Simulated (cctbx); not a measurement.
# Solving a structure by charge flipping

Cell a = 4.9240 Å, b = 5.7840 Å, c = 5.3550 Å, α = 90.00°, β = 90.00°, γ = 90.00°; space group Pmmn (no. 59, origin choice 1); content W6 Mo2.

The data are simulated with cctbx, not measured: Mo Kα, λ = 0.71073 Å, to d = 0.7 Å, 80 % of the full sphere, strongest reflection 5000 counts, noise from counting, a 4 % proportional error and a noise floor of 2 counts (s.d.); no absorption.

Charge flipping in P1 on plain amplitudes to 0.8 Å, δ = 1.2 σ, 30 % of the reflections treated as weak, 200 cycles:

```text
cycle      R  skewness
    0  0.561     0.27
   16  0.332     3.10
   32  0.317     3.17
   48  0.348     3.14
   64  0.322     3.11
   80  0.333     3.17
   96  0.324     3.06
  112  0.312     3.11
  128  0.318     3.09
  144  0.349     3.19
  160  0.320     3.14
  176  0.327     3.22
  192  0.340     3.25
origin shift          correlation  skewness
-0.035  0.404  0.085      0.843      4.83
-0.035  0.154  0.086      0.843      5.11
 0.325  0.272  0.039      0.792      1.56
 0.325  0.022  0.040      0.789      1.53
taken: symmetry correlation 0.843, skewness 5.11
peak      x       y       z  mult  height/sigma
Q1    0.0000  0.0000  0.3585    2     12.1
Q2    0.0000  0.2600  0.8455    4     12.0
Q3    0.0000  0.5000  0.3304    2      7.4
Q4    0.0000  0.1033  0.1537    4      1.5
Q5    0.2027  0.0963  0.2642    8      1.5
Q6    0.0000  0.5000  0.5118    2      1.3
Q7    0.0000  0.2502  0.4849    4      1.3
Q8    0.2154  0.2653  0.3766    8      1.3
```

The origin is taken among those within 0.04 of the best correlation, by the skewness of the map.

It took 0.33 s on 1 thread of Arm Neoverse V2, on a shared host, peak memory 0.07 GiB.

Q: Assign the peaks.

Heights go roughly as Z and multiplicities must add up to the content. First model: Q1 = W1 (2 in the cell, height 12.1), Q2 = W2 (4 in the cell, height 12.0) and Q3 = Mo1 (2 in the cell, height 7.4). Against the true structure, Q1 is W, Q2 is W and Q3 is Mo; the other peaks are not atoms.

Least squares on F², isotropic:

```text
Rint 0.042, 278 unique reflections to 0.70 A
cycle     R1     wR2    GooF  max shift (A)
   1  0.1997  0.4161   9.425   0.04196
   2  0.0188  0.0439   0.994   0.00001
final R1 0.0188 wR2 0.0439 GooF 0.994  parameters 7  data/parameter 39.7
atom        x        y        z      Ueq    occ   su(xyz)  su(Uiso or U11)
W1     0.00000  0.00000  0.36214   0.0046  1.000  0.00010  0.0001
W2     0.00000  0.26264  0.85258   0.0036  1.000  0.00007  0.0001
Mo1    0.00000  0.50000  0.33824   0.0076  1.000  0.00022  0.0002
difference map: max 2.31 min -2.93 rms 0.59
Q1    0.1126  0.5000  0.2362    4    2.32  0.78 A from Mo1
Q2    0.0000  0.5000  0.7209    2    2.31  1.54 A from W2
Q3    0.1075  0.0000  0.1380    4    2.04  1.31 A from W1
Q4    0.1941  0.4150  0.5937    8    1.91  1.60 A from W1
Q5    0.1803  0.0000  0.8239    4    1.82  1.77 A from W2
```

Anisotropic refinement:

```text
Rint 0.042, 278 unique reflections to 0.70 A
cycle     R1     wR2    GooF  max shift (A)
   1  0.0188  0.0439   1.008   0.00053
   2  0.0179  0.0419   0.962   0.00000
final R1 0.0179 wR2 0.0419 GooF 0.962  parameters 14  data/parameter 19.9
atom        x        y        z      Ueq    occ   su(xyz)  su(Uiso or U11)
W1     0.00000  0.00000  0.36219   0.0046  1.000  0.00010  0.0002
W2     0.00000  0.26265  0.85260   0.0036  1.000  0.00007  0.0002
Mo1    0.00000  0.50000  0.33814   0.0075  1.000  0.00022  0.0005
difference map: max 2.25 min -2.97 rms 0.58
Q1    0.0000  0.5000  0.7181    2    2.25  1.55 A from W2
Q2    0.1155  0.5000  0.2420    4    2.20  0.77 A from Mo1
Q3    0.1143  0.0000  0.1404    4    1.97  1.31 A from W1
Q4    0.1972  0.4134  0.5989    8    1.92  1.59 A from W1
Q5    0.2160  0.2444  0.0810    8    1.74  1.44 A from W2
Q6    0.2187  0.5000  0.7447    4    1.68  1.50 A from W1
```

**Reading.** The refinement ends at R1 = 0.0179, wR2 = 0.0419, GooF = 0.96, with difference density between -2.97 and 2.25 e/Å³. Every site matches the true model in element, within 0.001 Å r.m.s., up to an allowed shift of origin.

True model:

| atom | mult. | x | y | z | Ueq (Å²) |
| --- | --- | --- | --- | --- | --- |
| W1 | 4 | 1/2 | 0.7374 | 0.6474 | 0.0037 |
| W2 | 2 | 1/2 | 0 | 0.1380 | 0.0047 |
| Mo1 | 2 | 1/2 | 1/2 | 0.1616 | 0.0073 |

The model is made up (kin elements in a known structure type, no relaxation), so it says nothing on whether the phase exists.

[Middle refinement cycles are left out of these outputs.]

[Logs are printed without paths, hosts, clocks, repeated set-up lines and the standing remarks that a program may print on its own settings, such as how far it seeks lower states.]
